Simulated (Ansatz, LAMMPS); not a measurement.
# Amorphous 50HfO2-50SiO2 (mol %) (84 atoms), relaxed: mesh and functional compared

Which bonds does the relaxation leave, and how do the Kohn-Sham gap, forces and pressure change with k-mesh and functional?

Calculated with Ansatz 0.2.0: Kohn-Sham DFT, PBE, PAW (set soft_2), plane waves; cutoff 420 eV, Γ point, fermi-dirac smearing of 0.025 eV.

**The cell**

Density at the start: 5.20 g/cm³. The cell holds 84 atoms: 14 Hf, 14 Si and 56 O. Cell: a = 10.658 Å, b = 10.658 Å, c = 10.658 Å, α = 90.0°, β = 90.0°, γ = 90.0°. 84 atoms (14 Zr, 14 Si, 56 O) placed at random at 3.52 g/cm³, melted at 5000 K for 10 ps at fixed volume with the Morse and Coulomb pair potential with partial charges (Pedone, Malavasi, Menziani, Cormack and Segre, J. Phys. Chem. B 110, 11780 (2006)). Quenched from 5000 K to 300 K at 50 K/ps and fixed volume, held 5 ps, then minimised at fixed cell. Then Zr was replaced by Hf (the potential has no terms for the new elements, so the cell is a start for a DFT relaxation).

Cell and atoms were relaxed with PBE. The walk converged after 13 steps by the program's count, with a largest force component of 0.0202 eV/Å; it began at an r.m.s. force component of 0.99 eV/Å. The edges went from 10.658, 10.658, 10.658 to 10.454, 10.300, 10.600 Å, and the volume from 14.412 to 13.568 Å³ an atom (-5.9 %).

The input of the reference single point:

```yaml
crystal:
  lattice:
    - [10.45107, 0.21218, 0.08365]
    - [0.21218, 10.2966, -0.13966]
    - [0.08365, -0.13966, 10.59831]
  atoms:
    - { symbol: Hf, position: [0.45883, 0.6635, 0.80224] }
    - { symbol: Hf, position: [0.40732, 0.16762, 0.02484] }
    - { symbol: Hf, position: [0.98371, 0.89693, 0.76051] }
    - { symbol: Hf, position: [0.62125, 0.39628, 0.00924] }
    [... 78 atom lines left out ...]
    - { symbol: O, position: [0.61788, 0.19516, 0.04116] }
    - { symbol: O, position: [0.48034, 0.78258, 0.1426] }
kpoints:
  mp_grid: { grid: [1, 1, 1] }
hamiltonian:
  xc: pbe
scf:
  occupations: { method: fermi_dirac, width: 0.025 }
output:
  forces: true
  stress: true
  populations: true
  dos:
    method: { smearing: { sigma: 0.08 } }
    de: 0.05
    projected: { site_lists: { Hf: [Hf], O: [O], Si: [Si] } }
  eigenvalues: true
  write_density: true
  write_potential: true
  volumetric_format: npy
```

**Bonds after relaxation**

Bonds by pair of elements; cutoffs follow the first minimum of g(r), held within bounds set by covalent radii, and pairs that aren't listed don't count as bonded:

```tsv
pair A-B	cutoff (Å)	bonds	mean length (Å)	spread (Å)	shortest (Å)	B about A	A about B
O-Hf	2.82	84	2.14	0.157	1.93	1.5	6
O-Si	2.08	56	1.64	0.03	1.59	1	4
```

How many atoms have how many bonded neighbours:

```tsv
element	mean	2	3	4	5	6	7
Hf	6	0	0	0	2	10	2
O	2.5	29	26	1	0	0	0
Si	4	0	0	14	0	0	0
```

**Levels of theory**

Single points at the relaxed geometry:

| functional | k-mesh | Kohn-Sham gap (eV) | pressure (GPa) | r.m.s. force component (eV/Å) | SCF cycles | time |
| --- | --- | --- | --- | --- | --- | --- |
| PBE | 1×1×1 | 4.247 | -0.03 | 0.006 | 10 | 29 s |
| PBE | 2×2×2 | 4.247 | -0.02 | 0.010 | 10 | 4.3 min |
| HSE06 | 1×1×1 | 5.904 | -4.86 | 0.178 | 21 | 8.6 min |
| r2SCAN | 1×1×1 | 4.750 | -4.94 | 0.134 | 10 | 63 s |
| PBEsol | 1×1×1 | 4.159 | -4.23 | 0.083 | 12 | 36 s |

The gap is that between the highest filled and lowest empty Kohn-Sham level on the run's k-points. Cutoffs: 420 eV for PBE, HSE06 and PBEsol; 500 eV for r2SCAN. Times come from shared hosts and are rough.

**Findings**

By these cutoffs 71 % of Hf atoms have 6, 52 % of O atoms have 2 and 100 % of Si atoms have 4 neighbours. The Kohn-Sham gap is 4.25 eV with PBE on the 1×1×1 mesh and 4.25 eV on 2×2×2. On the 1×1×1 mesh HSE06 changes the gap by +1.66 eV against PBE. Carrying that shift over to the 2×2×2 mesh gives 4.25 + 1.66 = 5.90 eV, an estimate that takes the shift to be alike at all k-points. On the reference's mesh the gap changes with r2SCAN by +0.50 eV and PBEsol by -0.09 eV. Against the reference the pressure changes with HSE06 by -4.8 GPa, r2SCAN by -4.9 GPa and PBEsol by -4.2 GPa; a negative change means a smaller volume than PBE would take. The denser mesh moves the energy by -0.7 meV/atom and the pressure by +0.01 GPa.

Limits: All single points share the geometry relaxed with PBE. The volume changed by -5.9 % on relaxing; in so small a cell, on this mesh and at this cutoff, the relaxed density is rough. One sample; tail or defect levels can set the gap of a disordered cell. The quench rate of 50 K/ps is many orders above laboratory rates, so the cell is likely richer in defects and strain than a real sample. The network of bonds at the start is that of the classical potential that made the cell, and needn't be the one that DFT or experiment would give. Spin–orbit coupling is left out, which matters for the levels of the heavy elements. In some runs the program notes that it cut back its work space to fit the memory limit, the exchange threshold is loose for the stress and the SCF threshold is loose for the stress.

[Logs are printed without paths, hosts, clocks, repeated set-up lines and the standing remarks that a program may print on its own settings, such as how far it seeks lower states.]

[Hosts, paths, dates, database ids (printed as entryN), source tags and the programs' standing remarks are cut or masked in the printed files.]
